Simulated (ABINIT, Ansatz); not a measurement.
## Quasiparticle gap of LaBiS2O (P4/nmm) in ABINIT

Wanted: ground state, empty states, screening and self-energy for LaBiS2O (P4/nmm).

Main program and level: ABINIT 10.8.3; PBEsol and many-body steps on it, plane waves.

**1. The starting structure**

It takes space group P4/nmm (No. 129, tetragonal). Conventional cell: a = 4.055 Å, b = 4.055 Å, c = 14.173 Å, α = 90.00°, β = 90.00°, γ = 90.00°. Nearest to La lie 4 O at 2.38 Å and 4 S at 3.21 Å. Bi has 5 S at 2.52 to 2.88 Å nearest. Nearest to S lie 4 Bi at 2.88 Å. Nearest to S lie 1 Bi at 2.52 Å and 4 La at 3.21 Å. Nearest to O lie 4 La at 2.38 Å. Farther neighbours and most contacts between anions are not listed.

The cell and positions are those that the Materials Project relaxed with its own functionals (PBE, PBE+U or r2SCAN), kept fixed. Spin-orbit coupling is left out unless a step names it.

**2. Ground state**

This step: ABINIT 10.8.3; DFT, PBEsol, plane waves, norm-conserving pseudopotentials.

The ground-state density comes first.

run.abi

```
acell 3*1.0 Angstrom
rprim 
  4.055497000000 0.000000000000 0.000000000000
  0.000000000000 4.055497000000 0.000000000000
  0.000000000000 0.000000000000 14.173265000000
ntypat 4
znucl 57 83 16 8
natom 10
typat 1 1 2 2 3 3 3 3 4 4
xred 
  0.500000000000 0.000000000000 0.587742000000
  0.000000000000 0.500000000000 0.412258000000
  0.000000000000 0.500000000000 0.867775000000
  0.500000000000 0.000000000000 0.132225000000
  0.500000000000 0.000000000000 0.890020000000
  0.000000000000 0.500000000000 0.109980000000
  0.000000000000 0.500000000000 0.690201000000
  0.500000000000 0.000000000000 0.309799000000
  0.000000000000 0.000000000000 0.500000000000
  0.500000000000 0.500000000000 0.500000000000
pp_dirpath "pseudos"
pseudos "La.upf, Bi.upf, S.upf, O.upf"
ecut 50
ngkpt 4 4 1
nshiftk 1
shiftk 0 0 0
kptopt 1
chksymbreak 0
nband 53
occopt 1
tolvrs 1e-08
nstep 60
prtwf 0
optforces 0
optstress 0
indata_prefix "in"
outdata_prefix "out"
tmpdata_prefix "tmp"
```

Started as:

```console
$ OMP_NUM_THREADS=1 mpirun -n 4 abinit run.abi > log
```

Numbers of over 12 decimals in the logs are rounded to 6 here.

The program printed:

```text
.Version 10.8.3 of ABINIT. v10.8.2 released Aug 2026.

 Symmetries : space group P4/n m m (#129); Bravais tP (primitive tetrag.)
================================================================================
 Values of the parameters that define the memory need of the present run
     intxc =       0    ionmov =       0      iscf =       7    lmnmax =       8
     lnmax =       8     mgfft =     180  mpssoang =       4    mqgrid =    8526
     natom =      10  nloc_mem =       1    nspden =       1   nspinor =       1
    nsppol =       1      nsym =      16    n1xccc =    2501    ntypat =       4
    occopt =       1   xclevel =       2
-    mband =          53        mffmem =           1         mkmem =           2
       mpw =       26580          nfft =      450000          nkpt =           6
================================================================================
  Rough estimation (10% accuracy) of disk space for files :
================================================================================

--------------------------------------------------------------------------------
------------- Echo of variables that govern the present computation ------------
--------------------------------------------------------------------------------
 -outvars: echo values of preprocessed input variables --------
            acell      1.8897261259E+00  1.8897261259E+00  1.8897261259E+00 Bohr

      chksymbreak           0
             ecut      5.00000000E+01 Hartree
-          fftalg         312

              ixc     -116133
              kpt      0.00000000E+00  0.00000000E+00  0.00000000E+00
                       2.50000000E-01  0.00000000E+00  0.00000000E+00
                       5.00000000E-01  0.00000000E+00  0.00000000E+00
                       2.50000000E-01  2.50000000E-01  0.00000000E+00
                       5.00000000E-01  2.50000000E-01  0.00000000E+00
                       5.00000000E-01  5.00000000E-01  0.00000000E+00
         kptrlatt        4    0    0      0    4    0      0    0    1
          kptrlen      2.67835892E+01
P           mkmem           2
            natom          10
            nband          53
            ngfft          50      50     180
             nkpt           6
            nstep          60
             nsym          16
           ntypat           4
              occ      2.000000  2.000000  2.000000  2.000000  2.000000  2.000000
                       2.000000  2.000000  2.000000  2.000000  2.000000  2.000000
                       2.000000  2.000000  2.000000  2.000000  2.000000  2.000000
                       2.000000  2.000000  2.000000  2.000000  2.000000  2.000000
                       2.000000  2.000000  2.000000  2.000000  2.000000  2.000000
                       2.000000  2.000000  2.000000  2.000000  2.000000  2.000000
                       2.000000  2.000000  2.000000  2.000000  2.000000  2.000000
                       2.000000  2.000000  0.000000  0.000000  0.000000  0.000000
                       0.000000  0.000000  0.000000  0.000000  0.000000
        optforces           0
        optstress           0
            prtwf           0
            rprim      4.0554970000E+00  0.0000000000E+00  0.0000000000E+00
                       0.0000000000E+00  4.0554970000E+00  0.0000000000E+00
                       0.0000000000E+00  0.0000000000E+00  1.4173265000E+01
          spgroup         129

           tolvrs      1.00000000E-08

             xred      5.0000000000E-01  0.0000000000E+00  5.8774200000E-01
                       0.0000000000E+00  5.0000000000E-01  4.1225800000E-01
                       0.0000000000E+00  5.0000000000E-01  8.6777500000E-01
                       5.0000000000E-01  0.0000000000E+00  1.3222500000E-01
[...]
znucl       57.00000   83.00000   16.00000    8.00000

================================================================================

 chkinp: Checking input parameters for consistency.

================================================================================
== DATASET  1 ==================================================================
-   mpi_nproc: 4, omp_nthreads: 1 (-1 if OMP is not activated)

--- !DatasetInfo
iteration_state: {dtset: 1, }
dimensions: {natom: 10, nkpt: 6, mband: 53, nsppol: 1, nspinor: 1, nspden: 1, mpw: 26580, }
cutoff_energies: {ecut:  50.0, pawecutdg:  -1.0, }
electrons: {nelect:   8.80000000E+01, charge:   0.00000000E+00, occopt:   1.00000000E+00, tsmear:   1.00000000E-02, }

 Real(R)+Recip(G) space primitive vectors, cartesian coordinates (Bohr,Bohr^-1):
 R(1)=  7.6637786  0.0000000  0.0000000  G(1)=  0.1304839  0.0000000  0.0000000
 R(2)=  0.0000000  7.6637786  0.0000000  G(2)=  0.0000000  0.1304839  0.0000000
 R(3)=  0.0000000  0.0000000 26.7835892  G(3)=  0.0000000  0.0000000  0.0373363
 Unit cell volume ucvol=  1.5730940E+03 bohr^3
 Angles (23,13,12)=  9.00000000E+01  9.00000000E+01  9.00000000E+01 degrees

 getcut: wavevector=  0.0000  0.0000  0.0000  ngfft=  50  50 180
         ecut(hartree)=     50.000   => boxcut(ratio)=   2.04964

--- Pseudopotential description ------------------------------------------------
- La Generated using ONCVPSP code by D. R. Hamann
- 57.00000  11.00000  180301                  znucl, zion, pspdat
12 -116133 3 -1 1812                          pspcod,pspxc,lmax,lloc,mmax
[...]
1.68347543E+04                                ecore*ucvol(ha*bohr**3)
--------------------------------------------------------------------------------

_setup2: Arith. and geom. avg. npw (full set) are   26570.813   26570.806

================================================================================

--- !BeginCycle
iteration_state: {dtset: 1, }
solver: {iscf: 7, nstep: 60, nline: 4, wfoptalg: 0, }
tolerances: {tolvrs: 1.00E-08, }

     iter   Etot(hartree)      deltaE(h)  residm     vres2
 ETOT  1  -309.93857615613    -3.099E+02 1.586E-01 8.912E+04
 ETOT  2  -310.55324471045    -6.147E-01 5.014E-02 1.499E+04
 ETOT  3  -311.39058453485    -8.373E-01 1.143E-02 2.316E+04
 ETOT  4  -311.53983007014    -1.492E-01 1.496E-02 9.768E+03
 ETOT  5  -311.60434406624    -6.451E-02 6.231E-03 2.680E+02
 ETOT  6  -311.60689125495    -2.547E-03 8.661E-03 3.907E+01
 ETOT  7  -311.60779640049    -9.051E-04 5.434E-03 1.113E+01
 ETOT  8  -311.60802702195    -2.306E-04 2.914E-03 3.851E-01
 ETOT  9  -311.60811805856    -9.104E-05 1.433E-03 1.504E-01
 ETOT 10  -311.60815126453    -3.321E-05 1.726E-03 2.511E-02
[...]
ETOT 34  -311.60817743723    -3.587E-10 2.290E-04 4.969E-06
 ETOT 35  -311.60817743743    -2.043E-10 1.618E-04 1.134E-06
 ETOT 36  -311.60817743746    -2.467E-11 1.633E-04 1.216E-08
 ETOT 37  -311.60817743744     1.330E-11 1.412E-04 7.892E-08
 ETOT 38  -311.60817743748    -3.774E-11 1.183E-04 2.955E-09

 At SCF step   38       vres2   =  2.95E-09 < tolvrs=  1.00E-08 =>converged.

--- !ResultsGS
iteration_state: {dtset: 1, }
comment   : Summary of ground state results
lattice_vectors:
- [  7.6637786,   0.0000000,   0.0000000, ]
- [  0.0000000,   7.6637786,   0.0000000, ]
- [  0.0000000,   0.0000000,  26.7835892, ]
lattice_lengths: [   7.66378,    7.66378,   26.78359, ]
lattice_angles: [ 90.000,  90.000,  90.000, ] # degrees, (23, 13, 12)
lattice_volume:   1.5730940E+03
convergence: {deltae: -3.774E-11, res2:  2.955E-09, residm:  1.183E-04, diffor:  0.000E+00, }
etotal    :  -3.11608177E+02
entropy   :   0.00000000E+00
fermie    :   1.61194478E-01
cartesian_stress_tensor: null
pressure_GPa: null
xred      :
- [  5.0000E-01,   0.0000E+00,   5.8774E-01, La]
- [  0.0000E+00,   5.0000E-01,   4.1226E-01, La]
- [  0.0000E+00,   5.0000E-01,   8.6777E-01, Bi]
- [  5.0000E-01,   0.0000E+00,   1.3223E-01, Bi]
- [  5.0000E-01,   0.0000E+00,   8.9002E-01,  S]
- [  0.0000E+00,   5.0000E-01,   1.0998E-01,  S]
- [  0.0000E+00,   5.0000E-01,   6.9020E-01,  S]
- [  5.0000E-01,   0.0000E+00,   3.0980E-01,  S]
- [  0.0000E+00,   0.0000E+00,   5.0000E-01,  O]
- [  5.0000E-01,   5.0000E-01,   5.0000E-01,  O]
cartesian_forces: null
force_length_stats: {min: null, max: null, mean: null, }

 Integrated electronic density in atomic spheres:
 ------------------------------------------------
 Atom  Sphere_radius  Integrated_density
[...]
================================================================================

 ----iterations are completed or convergence reached----

 Mean square residual over all n,k,spin=   23.866E-07; max=  11.833E-05
 reduced coordinates (array xred) for   10 atoms
[...]
0.000000000000      0.500000000000      0.109980000000
       0.000000000000      0.500000000000      0.690201000000
       0.500000000000      0.000000000000      0.309799000000
       0.000000000000      0.000000000000      0.500000000000
       0.500000000000      0.500000000000      0.500000000000
 rms dE/dt=  0.0000E+00; max dE/dt=  0.0000E+00; dE/dt below (all hartree)
    1       0.000000000000      0.000000000000      0.000000000000
    2       0.000000000000      0.000000000000      0.000000000000
    3       0.000000000000      0.000000000000      0.000000000000
    4       0.000000000000      0.000000000000      0.000000000000
    5       0.000000000000      0.000000000000      0.000000000000
    6       0.000000000000      0.000000000000      0.000000000000
    7       0.000000000000      0.000000000000      0.000000000000
    8       0.000000000000      0.000000000000      0.000000000000
    9       0.000000000000      0.000000000000      0.000000000000
   10       0.000000000000      0.000000000000      0.000000000000

 cartesian coordinates (angstrom) at end:
[...]
6      0.000000     2.027748     1.558776
    7      0.000000     2.027748     9.782402
    8      2.027748     0.000000     4.390863
    9      0.000000     0.000000     7.086633
   10      2.027748     2.027748     7.086633
 length scales=  1.889726125908  1.889726125908  1.889726125908 bohr
              =  1.000000000000  1.000000000000  1.000000000000 angstroms
 prteigrs : about to open file out_EIG
 Fermi (or HOMO) energy (hartree) =   0.16119   Average Vxc (hartree)=  -0.37072
 Eigenvalues (hartree) for nkpt=   6  k points:
 kpt#   1, nband= 53, wtk=  0.06250, kpt=  0.0000  0.0000  0.0000 (reduced coord)
  -0.95615   -0.94868   -0.66974   -0.66971   -0.66846   -0.66844   -0.66732   -0.66723
  -0.66560   -0.66560   -0.66550   -0.66550   -0.47948   -0.42751   -0.36225   -0.36225
  -0.35258   -0.34532   -0.34532   -0.33492   -0.31998   -0.30101   -0.23956   -0.23901
  -0.13726   -0.12404    0.02597    0.03005    0.05252    0.05252    0.05765    0.06428
   0.06428    0.06606    0.06606    0.10302    0.10610    0.10610    0.12614    0.13872
   0.14716    0.14716    0.16067    0.16067    0.28641    0.29650    0.29844    0.30469
   0.31974    0.32797    0.32936    0.33197    0.33411
 prteigrs : prtvol=0 or 1, do not print more k-points.

--- !EnergyTerms
iteration_state     : {dtset: 1, }
comment             : Components of total free energy in Hartree
kinetic             :  1.33016316102512E+02
hartree             :  6.98851223464909E+01
xc                  : -8.05125609346526E+01
Ewald energy        : -2.08164003831641E+02
psp_core            :  1.07016835192255E+01
local_psp           : -2.14216822021323E+02
non_local_psp       : -2.23179126180923E+01
total_energy        : -3.11608177437481E+02
total_energy_eV     : -8.47929047365747E+03
band_energy         : -2.26464879475662E+01

== END DATASET(S) ==============================================================
================================================================================

 -outvars: echo values of variables after computation  --------
           etotal     -3.1160817744E+02
            nband          53
             nkpt           6
          spgroup         129
 [... the other variables as echoed above ...]

 Calculation completed.
```

Run time: 6.1 min. Hardware: 4 MPI ranks of Arm Neoverse V2, shared host; peak memory 0.87 GiB; 24 min of CPU time.

This step gave:

| Item | Value |
| --- | --- |
| total energy | -8479.2905 eV |
| gap | 0.8512 eV |
| k of the valence top | 0.5, 0, 0 |
| k of the conduction bottom | 0.5, 0, 0 |
| least direct gap | 0.8512 eV |

The gap is direct, at (0.500, 0.000, 0.000).

**3. Empty states on the mesh, 4×4×1 mesh, 253 bands**

The sums over transitions need many empty states on a uniform mesh; this step solves for them.

run.abi, as its differences from that of step 2:

```diff
@@ -28,9 +28,10 @@
 chksymbreak 0
-nband 53
-occopt 1
-tolvrs 1e-08
+iscf -2
+irdden 1
+istwfk *1
+nband 253
+nbdbuf 22
+tolwfr 1e-09
 nstep 60
-prtwf 0
-optforces 0
-optstress 0
+prtvol 0
 indata_prefix "in"
```

The program printed:

```text
.Version 10.8.3 of ABINIT. v10.8.2 released Aug 2026.

 Symmetries : space group P4/n m m (#129); Bravais tP (primitive tetrag.)
[... echo of the input left out ...]
== DATASET  1 ==================================================================
-   mpi_nproc: 4, omp_nthreads: 1 (-1 if OMP is not activated)

--- !DatasetInfo
iteration_state: {dtset: 1, }
dimensions: {natom: 10, nkpt: 6, mband: 253, nsppol: 1, nspinor: 1, nspden: 1, mpw: 26636, }
cutoff_energies: {ecut:  50.0, pawecutdg:  -1.0, }
electrons: {nelect:   8.80000000E+01, charge:   0.00000000E+00, occopt:   1.00000000E+00, tsmear:   1.00000000E-02, }

 Real(R)+Recip(G) space primitive vectors, cartesian coordinates (Bohr,Bohr^-1):
 R(1)=  7.6637786  0.0000000  0.0000000  G(1)=  0.1304839  0.0000000  0.0000000
 R(2)=  0.0000000  7.6637786  0.0000000  G(2)=  0.0000000  0.1304839  0.0000000
 R(3)=  0.0000000  0.0000000 26.7835892  G(3)=  0.0000000  0.0000000  0.0373363
 Unit cell volume ucvol=  1.5730940E+03 bohr^3
 Angles (23,13,12)=  9.00000000E+01  9.00000000E+01  9.00000000E+01 degrees

 getcut: wavevector=  0.0000  0.0000  0.0000  ngfft=  50  50 180
         ecut(hartree)=     50.000   => boxcut(ratio)=   2.04964

--- Pseudopotential description ------------------------------------------------
- La Generated using ONCVPSP code by D. R. Hamann
- 57.00000  11.00000  180301                  znucl, zion, pspdat
12 -116133 3 -1 1812                          pspcod,pspxc,lmax,lloc,mmax
     nproj     2     2     2     2
  pspatm : epsatm=   29.08531999
         --- l  ekb(1:nproj) -->
             0    6.695600    0.639047
             1    6.383649    1.151322
             2    3.612966    0.847811
[...]
pspatm: atomic psp has been read  and splines computed

- Bi Generated using ONCVPSP code by D. R. Hamann
- 83.00000  15.00000  180301                  znucl, zion, pspdat
12 -116133 2 -1 1472                          pspcod,pspxc,lmax,lloc,mmax
     nproj     2     2     2     0
  pspatm : epsatm=   42.90077801
         --- l  ekb(1:nproj) -->
[...]
pspatm: atomic psp has been read  and splines computed

- S Generated using ONCVPSP code by D. R. Hamann
- 16.00000   6.00000  180301                  znucl, zion, pspdat
12 -116133 2 -1 1146                          pspcod,pspxc,lmax,lloc,mmax
     nproj     2     2     2     0
  pspatm : epsatm=    8.71840686
         --- l  ekb(1:nproj) -->
[...]
pspatm: atomic psp has been read  and splines computed

- O Generated using ONCVPSP code by D. R. Hamann
-  8.00000   6.00000  180301                  znucl, zion, pspdat
12 -116133 2 -1 936                           pspcod,pspxc,lmax,lloc,mmax
     nproj     2     2     1     0
  pspatm : epsatm=    6.22910120
         --- l  ekb(1:nproj) -->
[...]
2   -1.335834
 pspatm: atomic psp has been read  and splines computed

[...]
-9.5615E-01 -9.4868E-01 -6.6974E-01 -6.6971E-01 -6.6846E-01 -6.6844E-01
 -6.6732E-01 -6.6723E-01 -6.6560E-01 -6.6560E-01 -6.6550E-01 -6.6550E-01
 -4.7948E-01 -4.2751E-01 -3.6225E-01 -3.6225E-01 -3.5258E-01 -3.4532E-01
[...]
1.7003E+00  1.7090E+00  1.7263E+00  1.7263E+00  1.7303E+00  1.7335E+00
  1.7449E+00  1.7450E+00  1.7532E+00  1.7543E+00  1.7863E+00  1.7870E+00
  1.7957E+00
 prteigrs : prtvol=0 or 1, do not print more k-points.

--- !ResultsGS
iteration_state: {dtset: 1, }
comment   : Summary of ground state results
lattice_vectors:
- [  7.6637786,   0.0000000,   0.0000000, ]
- [  0.0000000,   7.6637786,   0.0000000, ]
- [  0.0000000,   0.0000000,  26.7835892, ]
lattice_lengths: [   7.66378,    7.66378,   26.78359, ]
lattice_angles: [ 90.000,  90.000,  90.000, ] # degrees, (23, 13, 12)
lattice_volume:   1.5730940E+03
convergence: {deltae:  0.000E+00, res2:  0.000E+00, residm:  9.997E-10, diffor:  0.000E+00, }
etotal    :  -3.11608177E+02
entropy   :   0.00000000E+00
fermie    :   1.61194478E-01
cartesian_stress_tensor: null
pressure_GPa: null
xred      :
- [  5.0000E-01,   0.0000E+00,   5.8774E-01, La]
- [  0.0000E+00,   5.0000E-01,   4.1226E-01, La]
- [  0.0000E+00,   5.0000E-01,   8.6777E-01, Bi]
- [  5.0000E-01,   0.0000E+00,   1.3223E-01, Bi]
- [  5.0000E-01,   0.0000E+00,   8.9002E-01,  S]
- [  0.0000E+00,   5.0000E-01,   1.0998E-01,  S]
- [  0.0000E+00,   5.0000E-01,   6.9020E-01,  S]
- [  5.0000E-01,   0.0000E+00,   3.0980E-01,  S]
- [  0.0000E+00,   0.0000E+00,   5.0000E-01,  O]
- [  5.0000E-01,   5.0000E-01,   5.0000E-01,  O]
cartesian_forces: null
force_length_stats: {min: null, max: null, mean: null, }

 Integrated electronic density in atomic spheres:
 ------------------------------------------------
 Atom  Sphere_radius  Integrated_density
[...]
================================================================================

 ----iterations are completed or convergence reached----

 Mean square residual over all n,k,spin=   49.330E-11; max=  99.968E-11
 reduced coordinates (array xred) for   10 atoms
[...]
0.000000000000      0.000000000000      0.500000000000
       0.500000000000      0.500000000000      0.500000000000

 cartesian coordinates (angstrom) at end:
    1      2.027748     0.000000     8.330223
    2      0.000000     2.027748     5.843042
    3      0.000000     2.027748    12.299205
[...]
9      0.000000     0.000000     7.086633
   10      2.027748     2.027748     7.086633
 length scales=  1.889726125908  1.889726125908  1.889726125908 bohr
              =  1.000000000000  1.000000000000  1.000000000000 angstroms
 prteigrs : about to open file out_EIG
 Eigenvalues (hartree) for nkpt=   6  k points:
 kpt#   1, nband=253, wtk=  0.06250, kpt=  0.0000  0.0000  0.0000 (reduced coord)
[...]
1.67226    1.67536    1.68639    1.68815    1.68815    1.69399    1.69780    1.69780
   1.70026    1.70900    1.72631    1.72632    1.73033    1.73347    1.74488    1.74497
   1.75324    1.75432    1.78632    1.78701    1.79567
 prteigrs : prtvol=0 or 1, do not print more k-points.

== END DATASET(S) ==============================================================
================================================================================

 -outvars: echo values of variables after computation  --------
            nband         253
             nkpt           6
          spgroup         129
 [... the other variables as echoed above ...]

 Calculation completed.
```

Elapsed: 11 min, on 4 MPI ranks; peak memory 1.2 GiB.

Numbers from this step:

```yaml
gap: 0.8512 eV
k_of_the_valence_top: 0.5, 0, 0
k_of_the_conduction_bottom: 0.5, 0, 0
least_direct_gap: 0.8512 eV
k_points_computed: 6
lowest_point_of_the_top_converged_band_above_the_valence_top: 40.85 eV
```

On this mesh the gap is 0.851 eV.

[end of part 1 of 2]

[Paths, hosts, dates, memory and timing lines, banners, echoed tables and standing remarks are left out of the program output.]

[Logs are printed without paths, hosts, clocks, repeated set-up lines and the standing remarks that a program may print on its own settings, such as how far it seeks lower states.]

[Runs of the session that timed out or met a known fault of the program may be left out.]

[Hosts, paths, dates, database ids (printed as entryN), source tags and the programs' standing remarks are cut or masked in the printed files.]

[G0W0 gaps are taken among the corrected bands and points alone; a level outside them can change the order at an edge.]

[Where Ansatz stands beside ABINIT at settings called matched, ABINIT's density can come from a denser mesh and the files from another edition; pairs whose starting gaps differed by over 0.03 eV were left out, so agreement reads better than it is.]
